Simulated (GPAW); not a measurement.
Consider Sc vacancy in ScB2.

```xyz
23
Lattice="3.1500 -5.4560 0.0000 -3.1500 -5.4560 0.0000 0.0000 0.0000 -7.0400" Properties=species:S:1:pos:R:3 pbc="T T T"
Sc   -1.5750   -8.1839   -7.0400
Sc   -3.1500   -5.4560   -3.5200
Sc    1.5750   -8.1839    0.0000
Sc   -1.5750   -8.1839   -3.5200
Sc    0.0000   -5.4560    0.0000
Sc   -1.5750   -2.7280   -3.5200
Sc    0.0000   -5.4560   -3.5200
B    -1.5810   -4.5501   -5.2406
B     0.0000   -7.2746   -5.2962
B    -1.5810   -4.5501   -1.7994
B     0.0000   -1.8117   -5.2406
B     0.0000   -7.2746   -1.7438
B     1.5810   -4.5501   -5.2406
B     0.0000   -1.8117   -1.7994
B     1.5810   -4.5501   -1.7994
B     0.0000   -9.1002   -5.2406
B    -1.5810   -6.3618   -5.2406
B     0.0000   -9.1002   -1.7994
B     1.5810   -6.3618   -5.2406
B    -1.5810   -6.3618   -1.7994
B     0.0000   -3.6373   -5.2962
B     1.5810   -6.3618   -1.7994
B     0.0000   -3.6373   -1.7438
```

Absorber: atom 16, with 2 B at 1.81 Å and 1 B at 1.83 Å (trigonal planar). Method: GPAW, LDA, excited-electron core hole (neutral cell), 23-atom cell with 6.3 Å between holes, 4×4×3 k points, dipole transitions, Gaussian full width 0.9 eV up to 4 eV, rising linearly to 3.5 eV at 25 eV.

**Question.** Predict the near-edge structure at the B K edge.

Main maxima up to 24 eV above the zero (height): 0.6 eV (0.37), 9.1 eV (1.82), 11.9 eV (1.32) and 15.8 eV (1.13). A K edge sees empty p states on the absorber. The total-energy difference is 183.87 eV. The functional leaves an error in such absolute values: in the free atom LDA prices this hole 2.2 eV below PBE (computed apart), and PBE is itself good to a few eV.

The B K spectrum (energy from the lowest empty level; intensity scaled to a mean of 1 over the first 20 eV):

```
E (eV)  isotropic  ε ∥ x  ε ∥ y  ε ∥ z
  -2.0       0.00   0.00   0.00   0.00
  -1.5       0.00   0.00   0.00   0.00
  -1.0       0.00   0.00   0.00   0.00
  -0.5       0.04   0.01   0.03   0.08
   0.0       0.21   0.09   0.15   0.39
   0.5       0.36   0.19   0.29   0.61
   1.0       0.32   0.18   0.28   0.50
   1.5       0.29   0.15   0.22   0.50
   2.0       0.42   0.28   0.35   0.65
   2.5       0.72   0.54   0.64   0.98
   3.0       0.88   0.67   0.85   1.12
   3.5       0.89   0.77   0.93   0.98
   4.0       1.03   0.94   1.13   1.03
   4.5       1.10   0.97   1.07   1.26
   5.0       1.10   0.78   0.72   1.79
   5.5       1.20   0.57   0.54   2.48
   6.0       1.35   0.60   0.59   2.86
   6.5       1.45   0.91   0.84   2.59
   7.0       1.47   1.32   1.18   1.91
   7.5       1.46   1.61   1.49   1.28
   8.0       1.51   1.84   1.79   0.89
   8.5       1.66   2.16   2.12   0.69
   9.0       1.81   2.47   2.39   0.59
   9.5       1.74   2.37   2.30   0.55
  10.0       1.45   1.93   1.87   0.54
  10.5       1.20   1.55   1.51   0.55
  11.0       1.17   1.46   1.45   0.61
  11.5       1.27   1.53   1.55   0.74
  12.0       1.32   1.52   1.56   0.87
  12.5       1.23   1.37   1.43   0.90
  13.0       1.10   1.18   1.23   0.89
  13.5       1.00   1.05   1.06   0.88
  14.0       0.96   1.01   0.98   0.89
  14.5       0.98   1.06   1.01   0.88
  15.0       1.05   1.19   1.14   0.81
  15.5       1.11   1.32   1.30   0.71
  16.0       1.12   1.37   1.40   0.60
  16.5       1.03   1.27   1.34   0.49
  17.0       0.86   1.04   1.13   0.40
  17.5       0.65   0.78   0.85   0.32
  18.0       0.47   0.55   0.60   0.26
  18.5       0.34   0.38   0.41   0.24
  19.0       0.27   0.27   0.28   0.27
  19.5       0.25   0.21   0.21   0.33
  20.0       0.26   0.17   0.17   0.43
  20.5       0.28   0.16   0.15   0.54
  21.0       0.32   0.15   0.15   0.66
  21.5       0.36   0.16   0.16   0.74
  22.0       0.39   0.19   0.18   0.79
  22.5       0.42   0.23   0.22   0.80
  23.0       0.44   0.28   0.26   0.79
  23.5       0.47   0.34   0.31   0.77
  24.0       0.51   0.41   0.37   0.75
  24.5       0.55   0.48   0.44   0.74
  25.0       0.60   0.56   0.50   0.73
  25.5       0.64   0.63   0.57   0.74
  26.0       0.68   0.69   0.62   0.74
  26.5       0.71   0.72   0.66   0.74
  27.0       0.72   0.74   0.67   0.74
```

The hole lies in one spin channel, while the script sums the empty states of both and takes the lower zero; where the two channels are split, this blurs and shifts the curve. The starting moments shrank to 0.00 μB or less, so this is hardly a magnetic state. In so small a cell the defects form an ordered array, and no site is far from one. The holes are only 6.3 Å apart, so the shape is probably not converged with cell size; no larger cell was run here. The mesh is coarse (0.30 Å⁻¹ between points), so small maxima may be mesh ripples.

[Banner, clock and machine lines of the logs are left out without a mark of their own.]

[Logs are printed without paths, hosts, clocks, repeated set-up lines and the standing remarks that a program may print on its own settings, such as how far it seeks lower states.]

[Hosts, paths, dates, database ids (printed as entryN), source tags and the programs' standing remarks are cut or masked in the printed files.]

[Lists of maxima count a maximum above −3 eV only where it reaches 4 % of the highest in the window and stands out from its surroundings by 2 % of it (1.5 % where it reaches 55 %); shoulders and weaker maxima are passed over, and of the rest the first, up to two pre-edge ones and the few strongest are named.]
